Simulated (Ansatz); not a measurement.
**ZrInB in the AlB2 type: lattice stability ahead of a resistivity run**

Question: is the lattice of ZrInB in the AlB2 type stable, and if so, what are its coupling constant and resistivity?

Method: DFT PBEsol, scalar-relativistic, plane waves, PAW; PAW set soft_1, in Ansatz 0.2.0.

The structure was built from a prototype and need not be the compound's stable phase.

## (1) Set-up

It takes space group P-6m2 (No. 187, hexagonal). The conventional cell has a = 3.957 Å, b = 3.957 Å, c = 4.155 Å, α = 90.00°, β = 90.00°, γ = 120.00°. Zr has 6 In at 3.09 Å and 6 B at 3.09 Å nearest. Nearest to B lie 3 In at 2.28 Å and 6 Zr at 3.09 Å. In has 3 B at 2.28 Å and 6 Zr at 3.09 Å nearest. Farther neighbours are not listed.

Structure file:

```cif
data_structure
_symmetry_space_group_name_H-M 'P-6m2'
_symmetry_Int_Tables_number 187
_cell_length_a 3.9571
_cell_length_b 3.9571
_cell_length_c 4.1550
_cell_angle_alpha 90.000
_cell_angle_beta 90.000
_cell_angle_gamma 120.000
_cell_volume 56.34
loop_
_atom_site_label
_atom_site_type_symbol
_atom_site_symmetry_multiplicity
_atom_site_Wyckoff_symbol
_atom_site_fract_x
_atom_site_fract_y
_atom_site_fract_z
_atom_site_occupancy
Zr1 Zr 1 a 0.00000 0.00000 0.00000 1
B1 B 1 d 0.33333 0.66667 0.50000 1
In1 In 1 f 0.66667 0.33333 0.50000 1
```

## (2) Rough relaxation

Large forces or a large pressure at the start call for a first relaxation with loose thresholds.

File input.yaml:

```yaml
crystal:
  lattice:
    - [3.95711, 0.0, 0.0]
    - [-1.97855, 3.42695, 0.0]
    - [0.0, 0.0, 4.15496]
  atoms:
    - { symbol: Zr, position: [0.0, 0.0, 0.0] }
    - { symbol: B, position: [0.33333333, 0.66666667, 0.5] }
    - { symbol: In, position: [0.66666667, 0.33333333, 0.5] }
kpoints:
  mp_grid: { grid: [6, 6, 6] }
hamiltonian:
  xc: pbesol
  pseudopotentials: { kind: paw, azcp: { folder: soft_1 }, xc_functional: pbe }
scf:
  occupations: { method: gaussian, width: 0.1 }
output:
  forces: true
  stress: true
  eigenvalues: true
relax:
  adjacent_minimum: "off"
  f_tol: 0.05
  max_steps: 80
  cell: { stress_tol: 0.5 }
```

Command:

```bash
$ ansatz run input.yaml --threads 4 --pin off --max-ram 12288MiB --backend cpu --events-out ev --progress --plain --runs-dir out
```

Numbers of over 12 decimals in the logs are rounded to 6 here.

Log:

```text
The last accepted step is kept in <dir> (removed where the run ends without a failure and the disk answers)
Engine: ansatz 0.2.0, aarch64-unknown-linux-gnu
Pseudopotentials: kind: paw
Pseudopotential: Zr, paw, valence charge 12, recommended cutoff 420 eV (normal), soft_1/Zr.paw.azcp
Pseudopotential: B, paw, valence charge 3, recommended cutoff 420 eV (normal), soft_1/B.paw.azcp
Pseudopotential: In, paw, valence charge 13, recommended cutoff 420 eV (normal), soft_1/In.paw.azcp
Functional definition: PBEsol
  exchange = pbesol_x
  correlation = pbesol_c
Crystal: 3 atoms, lattice volume = 56.345 Å³
Basis set: ecut = 420 eV, 1105 PW (Γ), exchange–correlation on 54×54×60 points (8 copies of the dense FFT grid, shifted against one another)
Bands: 18, of which v1, the nominal top of the filled ones, is band 14 counted from 1 (13 counted from 0)
Symmetry: 12 space group operations
Space group: P-6m2 (ITA 187), of the structure as read, at distance tolerance 3.8e-5 Å
k-points: 28 of 216 (time reversal used)
Non-local potential: Zr, projectors of the file, l = 0: 3, l = 1: 2, l = 2: 2, l = 3: 1
Non-local potential: B, projectors of the file, l = 0: 2, l = 1: 2, l = 2: 1
Non-local potential: In, projectors of the file, l = 0: 2, l = 1: 2, l = 2: 2, l = 3: 1
PAW form: soft (Blöchl's): semilocal exchange-correlation on the pseudo side does not see the compensation charge
PAW frozen core: Zr, regenerated for the run's functional, and the local potential with it (the file was generated under x = pbe(κ = 0.804, μ = 0.219515), c = pbe(β = 0.066725))
PAW frozen core: B, regenerated for the run's functional, and the local potential with it (the file was generated under x = pbe(κ = 0.804, μ = 0.219515), c = pbe(β = 0.066725))
PAW frozen core: In, regenerated for the run's functional, and the local potential with it (the file was generated under x = pbe(κ = 0.804, μ = 0.219515), c = pbe(β = 0.066725))
PAW one-centre angular grid: Zr, 590 points (default); XC on 64 Gauss nodes
PAW one-centre angular grid: B, 110 points (default); XC on 64 Gauss nodes
PAW one-centre angular grid: In, 590 points (default); XC on 64 Gauss nodes
Initial density: superposition of atomic densities (chi_scale 0.1, normalization cell, long waves kept (reshape's long-wave potential 0.00 eV rms))
Initial wavefunctions: pseudopotential atomic-orbital guess
Functional: x = pbesol(κ = 0.804, μ = 0.123457), c = pbesol(β = 0.046)
SCF iter   1: F=—  HF=-9806.667337 eV  |F-HF|=—  |Δ(HF+E_count)|=         —  Δρ=4.12e-2  dr2=1.65e0  ethr=3.10e-3  ⟨swp⟩=5.7  Hψ=2252  notcnv=0
preconditioner: auto → Resta (q_TF=auto, 2.428 Å⁻¹)  ε∞=5.8  [insulator: Δε(μ)=0.368 eV  Ē_g=10.085 eV  σ=0.100 eV  W_gap=0.76  n_scr=20 (ndim 8)  ℏωp=22.1 eV  f_vac=0.000  D(μ)=0.54/eV (n_scr^D=0)  ε∞_Penn≈5.8]
SCF iter   2: F=—  HF=-9806.170922 eV  |F-HF|=—  |Δ(HF+E_count)|=   4.96e-1  Δρ=1.70e-2  dr2=1.72e-1  ethr=3.10e-3  ⟨swp⟩=2.1  Hψ=1122  notcnv=0
SCF iter   3: F=—  HF=-9806.145605 eV  |F-HF|=—  |Δ(HF+E_count)|=   2.53e-2  Δρ=7.75e-3  dr2=2.53e-2  ethr=6.14e-4  ⟨swp⟩=2.1  Hψ=843  notcnv=0
SCF iter   4: F=—  HF=-9806.143430 eV  |F-HF|=—  |Δ(HF+E_count)|=   2.18e-3  Δρ=1.50e-3  dr2=2.04e-3  ethr=9.04e-5  ⟨swp⟩=2.1  Hψ=656  notcnv=0
SCF iter   5: F=—  HF=-9806.142983 eV  |F-HF|=—  |Δ(HF+E_count)|=   4.47e-4  Δρ=3.10e-4  dr2=5.25e-5  ethr=7.28e-6  ⟨swp⟩=2.6  Hψ=823  notcnv=0
SCF iter   6: F=—  HF=-9806.142968 eV  |F-HF|=—  |Δ(HF+E_count)|=   1.50e-5  Δρ=4.63e-5  dr2=1.10e-6  ethr=1.87e-7  ⟨swp⟩=2.0  Hψ=735  notcnv=0
SCF iter   7: F=-9806.142968 eV  HF=-9806.142968 eV  |F-HF|=6.27e-9  |Δ(HF+E_count)|=   1.01e-8  Δρ=5.60e-6  dr2=2.09e-8  ethr=3.57e-10  ⟨swp⟩=6.6  Hψ=2398  notcnv=0
SCF 1 converged in 7 iterations: F = -9806.142968 eV  dr2 = 2.09e-8
  greatest PAW one-centre occupation: 0.994 electrons in one spin orbital (limit 2), on the Zr atom at site 0 (counted from 0), in its partial waves of l = 0
relax step   1: F+E_penalty+E_count = -9806.14296790 eV  Δ(F+E_penalty+E_count) = +0.000e0 eV  max|allowed force component| = 7.710e-17 eV/Å  Δτ_max = 0.0000 Å  P = -13.906 GPa  Ω = 56.345 Å³  (7 SCF iters, dr2 threshold 1.00e-7 eV, accepted)
Crystal: 3 atoms, lattice volume = 51.158 Å³
Basis set: ecut = 420 eV, 1021 PW (Γ), exchange–correlation on 54×54×60 points (8 copies of the dense FFT grid, shifted against one another)
Initial density: handed on by an earlier stage of this run
Initial wavefunctions: those handed on with the density
iter 1 solved again at ethr=1.18e-4 eV; its pass at ethr=3.10e-3 eV (dr2=3.29e-2 eV) is discarded
SCF iter   1: F=—  HF=-9806.528815 eV  |F-HF|=—  |Δ(HF+E_count)|=         —  Δρ=5.93e-3  dr2=3.33e-2  ethr=1.18e-4  ⟨swp⟩=1.0  Hψ=3021  notcnv=0
preconditioner: auto → Resta (q_TF=auto, 2.468 Å⁻¹)  ε∞=5.2  [insulator: Δε(μ)=0.305 eV  Ē_g=11.297 eV  σ=0.100 eV  W_gap=0.76  n_scr=20 (ndim 8)  ℏωp=23.2 eV  f_vac=0.000  D(μ)=0.53/eV (n_scr^D=0)  ε∞_Penn≈5.2]
SCF iter   2: F=—  HF=-9806.518717 eV  |F-HF|=—  |Δ(HF+E_count)|=   1.01e-2  Δρ=2.44e-3  dr2=5.13e-3  ethr=1.18e-4  ⟨swp⟩=2.6  Hψ=781  notcnv=0
SCF iter   3: F=—  HF=-9806.516887 eV  |F-HF|=—  |Δ(HF+E_count)|=   1.83e-3  Δρ=6.92e-4  dr2=2.61e-4  ethr=1.83e-5  ⟨swp⟩=2.0  Hψ=660  notcnv=0
SCF iter   4: F=—  HF=-9806.516795 eV  |F-HF|=—  |Δ(HF+E_count)|=   9.23e-5  Δρ=1.54e-4  dr2=1.63e-5  ethr=9.34e-7  ⟨swp⟩=2.6  Hψ=846  notcnv=0
SCF iter   5: F=—  HF=-9806.516792 eV  |F-HF|=—  |Δ(HF+E_count)|=   2.89e-6  Δρ=4.88e-5  dr2=1.02e-6  ethr=5.81e-8  ⟨swp⟩=2.0  Hψ=744  notcnv=0
SCF iter   6: F=-9806.516792 eV  HF=-9806.516792 eV  |F-HF|=3.83e-9  |Δ(HF+E_count)|=   1.62e-7  Δρ=8.26e-6  dr2=2.85e-8  ethr=1.07e-9  ⟨swp⟩=5.1  Hψ=2236  notcnv=0
SCF 2 converged in 6 iterations: F = -9806.516792 eV  dr2 = 2.85e-8
  greatest PAW one-centre occupation: 0.995 electrons in one spin orbital (limit 2), on the Zr atom at site 0 (counted from 0), in its partial waves of l = 0
relax step   2: F+E_penalty+E_count = -9806.51679161 eV  Δ(F+E_penalty+E_count) = -3.738e-1 eV  max|allowed force component| = 1.927e-16 eV/Å  Δτ_max = 0.0000 Å  P = -5.779 GPa  Ω = 51.158 Å³  energy of the carried Pulay correction = +1.042e-3 eV  (6 SCF iters, dr2 threshold 3.00e-7 eV, accepted)
Crystal: 3 atoms, lattice volume = 48.158 Å³
Basis set: ecut = 420 eV, 913 PW (Γ), exchange–correlation on 54×54×60 points (8 copies of the dense FFT grid, shifted against one another)
iter 1 solved again at ethr=7.05e-5 eV; its pass at ethr=3.10e-3 eV (dr2=1.98e-2 eV) is discarded
SCF iter   1: F=—  HF=-9806.625272 eV  |F-HF|=—  |Δ(HF+E_count)|=         —  Δρ=4.72e-3  dr2=2.04e-2  ethr=7.05e-5  ⟨swp⟩=1.2  Hψ=3139  notcnv=0
preconditioner: auto → none  [metal: Δε(μ)=0.107 eV  Ē_g=11.647 eV  σ=0.100 eV  W_gap=0.45  n_scr=8 (ndim 8)  ℏωp=23.9 eV  f_vac=0.000  D(μ)=0.53/eV (n_scr^D=0)]
SCF iter   2: F=—  HF=-9806.617875 eV  |F-HF|=—  |Δ(HF+E_count)|=   7.40e-3  Δρ=1.53e-3  dr2=6.17e-4  ethr=7.05e-5  ⟨swp⟩=2.0  Hψ=809  notcnv=0
SCF iter   3: F=—  HF=-9806.617702 eV  |F-HF|=—  |Δ(HF+E_count)|=   1.73e-4  Δρ=5.22e-4  dr2=6.80e-5  ethr=2.21e-6  ⟨swp⟩=2.1  Hψ=831  notcnv=0
SCF iter   4: F=—  HF=-9806.617697 eV  |F-HF|=—  |Δ(HF+E_count)|=   5.32e-6  Δρ=1.29e-4  dr2=2.63e-6  ethr=2.43e-7  ⟨swp⟩=2.0  Hψ=768  notcnv=0
iter 5 did not close the SCF: its close was put off for the readings that it lacked (scf_convergence_deferred on its scf_iter line)
SCF iter   5: F=-9806.617699 eV  HF=-9806.617699 eV  |F-HF|=6.70e-8  |Δ(HF+E_count)|=   2.04e-6  Δρ=2.02e-5  dr2=7.16e-8  ethr=9.38e-9  ⟨swp⟩=2.4  Hψ=902  notcnv=0
SCF iter   6: F=-9806.617699 eV  HF=-9806.617699 eV  |F-HF|=4.40e-10  |Δ(HF+E_count)|=   7.34e-8  Δρ=1.82e-6  dr2=1.27e-9  ethr=2.56e-10  ⟨swp⟩=2.1  Hψ=1667  notcnv=0
SCF 3 converged in 6 iterations: F = -9806.617699 eV  dr2 = 1.27e-9
relax step   3: F+E_penalty+E_count = -9806.61769866 eV  Δ(F+E_penalty+E_count) = -1.009e-1 eV  max|allowed force component| = 1.511e-16 eV/Å  Δτ_max = 0.0000 Å  P = +0.707 GPa  Ω = 48.158 Å³  energy of the carried Pulay correction = +1.688e-3 eV  (6 SCF iters, dr2 threshold 3.00e-7 eV, accepted)
[...]
relax step   4: F+E_penalty+E_count = -9806.62101389 eV  Δ(F+E_penalty+E_count) = -3.315e-3 eV  max|allowed force component| = 5.705e-17 eV/Å  Δτ_max = 0.0000 Å  P = -0.063 GPa  Ω = 48.295 Å³  energy of the carried Pulay correction = +1.655e-3 eV  (6 SCF iters, dr2 threshold 3.00e-7 eV, accepted)
Basis set: ecut = 420 eV, 937 PW (Γ), exchange–correlation on 54×54×50 points (8 copies of the dense FFT grid, shifted against one another)
Initial wavefunctions: pseudopotential atomic-orbital guess (no wavefunctions were taken with the density)
iter 1 solved again at ethr=2.40e-8 eV; its pass at ethr=3.10e-3 eV (dr2=6.72e-6 eV) is discarded
SCF iter   1: F=—  HF=-9806.620116 eV  |F-HF|=—  |Δ(HF+E_count)|=         —  Δρ=1.13e-4  dr2=8.54e-7  ethr=2.40e-8  ⟨swp⟩=3.1  Hψ=4122  notcnv=0
preconditioner: auto → none  [metal: Δε(μ)=0.101 eV  Ē_g=11.751 eV  σ=0.100 eV  W_gap=0.45  n_scr=8 (ndim 8)  ℏωp=23.9 eV  f_vac=0.000  D(μ)=0.56/eV (n_scr^D=0)]
SCF iter   2: F=—  HF=-9806.620121 eV  |F-HF|=—  |Δ(HF+E_count)|=   4.99e-6  Δρ=5.57e-5  dr2=2.45e-7  ethr=3.05e-9  ⟨swp⟩=2.0  Hψ=644  notcnv=0
SCF iter   3: F=—  HF=-9806.620121 eV  |F-HF|=—  |Δ(HF+E_count)|=   3.31e-7  Δρ=1.03e-5  dr2=3.55e-8  ethr=8.75e-10  ⟨swp⟩=2.1  Hψ=692  notcnv=0
iter 4 did not close the SCF: its close was put off for the readings that it lacked (scf_convergence_deferred on its scf_iter line)
SCF iter   4: F=-9806.620121 eV  HF=-9806.620121 eV  |F-HF|=1.18e-10  |Δ(HF+E_count)|=   8.95e-9  Δρ=1.60e-6  dr2=3.95e-10  ethr=1.27e-10  ⟨swp⟩=2.0  Hψ=784  notcnv=0
iter 5 did not close the SCF: its close was put off for the readings that it lacked (scf_convergence_deferred on its scf_iter line)
SCF iter   5: F=-9806.620121 eV  HF=-9806.620121 eV  |F-HF|=1.82e-12  |Δ(HF+E_count)|=  1.51e-10  Δρ=2.69e-7  dr2=1.18e-11  ethr=1.41e-12  ⟨swp⟩=2.0  Hψ=889  notcnv=0
SCF iter   6: F=-9806.620121 eV  HF=-9806.620121 eV  |F-HF|=3.64e-12  |Δ(HF+E_count)|=  5.46e-12  Δρ=5.09e-8  dr2=5.21e-13  ethr=1.00e-12  ⟨swp⟩=2.0  Hψ=1254  notcnv=0
SCF 5 converged in 6 iterations: F = -9806.620121 eV  dr2 = 5.21e-13
relax step   5: F+E_penalty+E_count = -9806.62012121 eV  Δ(F+E_penalty+E_count) = +8.927e-4 eV  max|allowed force component| = 5.339e-17 eV/Å  Δτ_max = 0.0000 Å  P = -0.084 GPa  Ω = 48.295 Å³  stress off target by 1.83e-1 GPa  SCF on the basis re-selected at this cell (its energy is not comparable with the rows above)  (6 SCF iters)
basis re-selected at this cell: Δ(F+E_penalty+E_count) = +8.927e-4 eV, ΔP = -0.021 GPa vs the last step (what re-selecting the basis moved, of the pressure what is left beyond the Pulay correction that the steps carried, after the strain that the cell walked since its last selection, with what the two solves' SCF thresholds leave and, on support functions, any second-order correction that the steps lacked; it is no measure of the basis error at this ecutwfc). The dense FFT grid was sized anew with the basis: this SCF ran on 27×27×25 points, the steps before it on 27×27×30, so part of this shift can come from that change (see relax.cell in the input reference). [rest of the remark cut]
SCF converged after 6 iterations
Free energy (F): -9806.620121 eV
Harris-Foulkes:  -9806.620121 eV  (|F-HF|=3.64e-12)
Internal energy: -9806.617317 eV  (E = F + TS)
E sigma→0 (E₀):  -9806.618719 eV
Entropy (-TS):   -0.002804 eV (-0.935 meV/atom)
Fermi energy:    14.292204 eV
--- Per-component energies (eV) ---
  E_band       = -52.635962
  E_kinetic    = 585.587493
  E_local      = -1516.364729  (includes V_loc(G=0)·N_el)
  E_nonlocal   = 411.787855
  E_hartree    = 577.574827
  E_xc         = -329.443115
  E_vxc        = -312.583093  (∫ρ·V_xc dr)
  E_paw        = -7123.070370  (= ΣΔE_a)
  E_vpaw       = -376.213249  (= ΣTr[D̂ρ^β])
  E_aug_tail   = 0.000115  (compensation charges beyond the density's cutoff)
  E_ewald      = -2413.105729
  E_core_change = 0.416335  (= ΣΔE_core)
  E_smearing   = -0.002804  (= −TS)
  E_closure    = -0.000000  (closes the sum)
  Σ components = -9806.620121   (vs F -9806.620121, Δ=0.00e0)
--- Forces (eV/Å), atoms counted from 1 ---
  atom   1  Zr    -0.00000000     0.00000000     0.00000000
  atom   2  B      0.00000000     0.00000000     0.00000000
  atom   3  In     0.00000000     0.00000000    -0.00000000
  max |Σ_I F_I| component: 1.43e-16 eV/Å
--- Stress (GPa, compression-positive) ---
       -0.182657      -0.000000      -0.000000
       -0.000000      -0.182657      -0.000000
       -0.000000      -0.000000       0.114602
  P = ⅓ Tr σ = -0.0836 GPa (-0.836 kbar)
--- Band table (eV; the first three rows and the last of 28) ---
  k-point 0: bands = [... 10 lower, 12.1838, 12.1838, 12.8296, 13.5424, 15.7614, 15.9237, 15.9237, 17.3402]
  k-point 1: bands = [... 10 lower, 11.4515, 12.4727, 12.4727, 14.2837, 15.1051, 15.1051, 16.1473, 17.3986]
  k-point 2: bands = [... 10 lower, 9.5082, 13.2917, 13.2917, 14.2573, 14.2573, 15.5509, 16.1865, 16.1865]
  k-point 27: bands = [... 10 lower, 7.3579, 10.5626, 11.7797, 11.8517, 16.7109, 17.0530, 18.0092, 18.1114]
--- Relaxed structure (4 steps of the walk, 4 accepted, 1 SCFs on fresh bases) ---
  F+E_penalty+E_count = -9806.62012121 eV   max|allowed force component| = 5.339e-17 eV/Å   (the final SCF, on the basis selected at the relaxed cell)
  cell:  # Å, volume = 48.2952 Å³
    - [3.876497, -2.8279465174582932e-6, -9.314778987983008e-18]
    - [-1.938246, 3.357146, 4.657383609147786e-18]
    - [-9.780516100715033e-18, 0, 3.711029]
  atoms:
    - { symbol: Zr, position: [0, 0, 0] }
    - { symbol: B, position: [0.333333, 0.666667, 0.500000] }
    - { symbol: In, position: [0.666667, 0.333333, 0.500000] }
```

Wall time 5.4 s (4 threads of Arm Neoverse V1, shared host); peak memory 0.41 GiB.

Relaxation path:

| step | energy less that of the first step (eV) | largest force component (eV/Å) | pressure (GPa) | volume (Å³) |
| --- | --- | --- | --- | --- |
| 1 | 0.0000 | 0.0000 | -13.91 | 56.34 |
| 2 | -0.3738 | 0.0000 | -5.78 | 51.16 |
| 3 | -0.4747 | 0.0000 | 0.71 | 48.16 |
| 4 | -0.4780 | 0.0000 | -0.06 | 48.30 |
| 5* | -0.4772 | 0.0000 | -0.08 | 48.30 |

Relaxation steps marked * repeat the geometry before them on a plane-wave basis chosen anew for their cell, so energy and pressure can jump there.

Forces are held to the 12 operations that the run works with; a distortion that breaks them can't arise in this run.

| conventional cell, symmetrised | before | after | change |
| --- | --- | --- | --- |
| a (Å) | 3.957 | 3.876 | -2.0 % |
| b (Å) | 3.957 | 3.876 | -2.0 % |
| c (Å) | 4.155 | 3.711 | -10.7 % |
| volume (Å³/atom) | 18.78 | 16.10 | -14.3 % |

The relaxed structure:

```xyz
3
Lattice="3.8765 0.0000 0.0000 -1.9382 3.3571 0.0000 0.0000 0.0000 3.7110" Properties=species:S:1:pos:R:3 pbc="T T T"
Zr    0.0000    0.0000    0.0000
B     0.0000    2.2381    1.8555
In    1.9382    1.1190    1.8555
```

This step gave:

* pressure: -0.08357 GPa
* volume per atom: 16.10 Å³/atom
* metallic on mesh: yes
* gap on the k-mesh: 0 eV

The largest force is now zero by symmetry and the largest stress component 0.18 GPa.

## (3) Relaxation

Lattice constant and positions set the bands and the force constants, so the cell is relaxed first.

input.yaml, the sections that differ from step 2:

```yaml
crystal:
  lattice:
    - [3.8764969306, -2.8279e-06, 0.0]
    - [-1.9382460162, 3.3571462336, 0.0]
    - [0.0, 0.0, 3.7110286432]
  atoms:
    - { symbol: Zr, position: [0.0, 0.0, 0.0] }
    - { symbol: B, position: [0.3333333333, 0.6666666667, 0.5] }
    - { symbol: In, position: [0.6666666667, 0.3333333333, 0.5] }
kpoints:
  mp_grid: { grid: [9, 9, 8] }
relax:
  adjacent_minimum: "off"
  f_tol: 0.005
  max_steps: 80
  cell: { stress_tol: 0.05 }
# hamiltonian, scf, output: as in step 2
```

Log:

```text
[the first part of the log is left out]
  E_paw        = -7123.064166  (= ΣΔE_a)
  E_vpaw       = -376.218100  (= ΣTr[D̂ρ^β])
  E_aug_tail   = 0.000114  (compensation charges beyond the density's cutoff)
  E_ewald      = -2412.948450
  E_core_change = 0.416335  (= ΣΔE_core)
  E_smearing   = -0.002970  (= −TS)
  E_closure    = 0.000000  (closes the sum)
  Σ components = -9806.622407   (vs F -9806.622407, Δ=0.00e0)
[...]
--- Stress (GPa, compression-positive) ---
       -0.004038       0.000000       0.000000
        0.000000      -0.004038      -0.000000
        0.000000      -0.000000      -0.005125
  P = ⅓ Tr σ = -0.0044 GPa (-0.044 kbar)
--- Band table (eV; the first three rows and the last of 60) ---
[...]
--- Relaxed structure (3 steps of the walk, 3 accepted, 1 SCFs on fresh bases) ---
[...]
cell:  # Å, volume = 48.3029 Å³
    - [3.871078, -2.823985725246183e-6, -1.1215867391630744e-19]
    - [-1.935537, 3.352454, 0]
    - [-1.0737118045872608e-19, 0, 3.722019]
  atoms:
    - { symbol: Zr, position: [0, 0, 0] }
    - { symbol: B, position: [0.333333, 0.666667, 0.500000] }
    - { symbol: In, position: [0.666667, 0.333333, 0.500000] }
```

Wall time 7.5 s (4 threads); peak memory 0.45 GiB; 27 s of CPU time.

Relaxation path:

| step | energy less that of the first step (eV) | largest force component (eV/Å) | pressure (GPa) | volume (Å³) |
| --- | --- | --- | --- | --- |
| 1 | 0.0000 | 0.0000 | -0.08 | 48.30 |
| 2 | -0.0001 | 0.0000 | -0.24 | 48.40 |
| 3 | -0.0003 | 0.0000 | 0.00 | 48.30 |
| 4 | -0.0003 | 0.0000 | 0.00 | 48.30 |

The log counts 1 steps on a newly chosen plane-wave basis, not all of them marked here; energy and pressure can jump at such steps.

| conventional cell, symmetrised | before | after | change |
| --- | --- | --- | --- |
| a (Å) | 3.876 | 3.871 | -0.1 % |
| b (Å) | 3.876 | 3.871 | -0.1 % |
| c (Å) | 3.711 | 3.722 | +0.3 % |
| volume (Å³/atom) | 16.10 | 16.10 | +0.0 % |

Final coordinates:

```xyz
3
Lattice="3.8711 0.0000 0.0000 -1.9355 3.3525 0.0000 0.0000 0.0000 3.7220" Properties=species:S:1:pos:R:3 pbc="T T T"
Zr    0.0000    0.0000    0.0000
B     0.0000    2.2350    1.8610
In    1.9355    1.1175    1.8610
```

Numbers from this step:

- pressure: -0.004400 GPa

The largest force is now zero by symmetry and the largest stress component 0.0051 GPa.

(Continued in part 2 of 3.)

[Logs are printed without paths, hosts, clocks, repeated set-up lines and the standing remarks that a program may print on its own settings, such as how far it seeks lower states.]

[Hosts, paths, dates, database ids (printed as entryN), source tags and the programs' standing remarks are cut or masked in the printed files.]
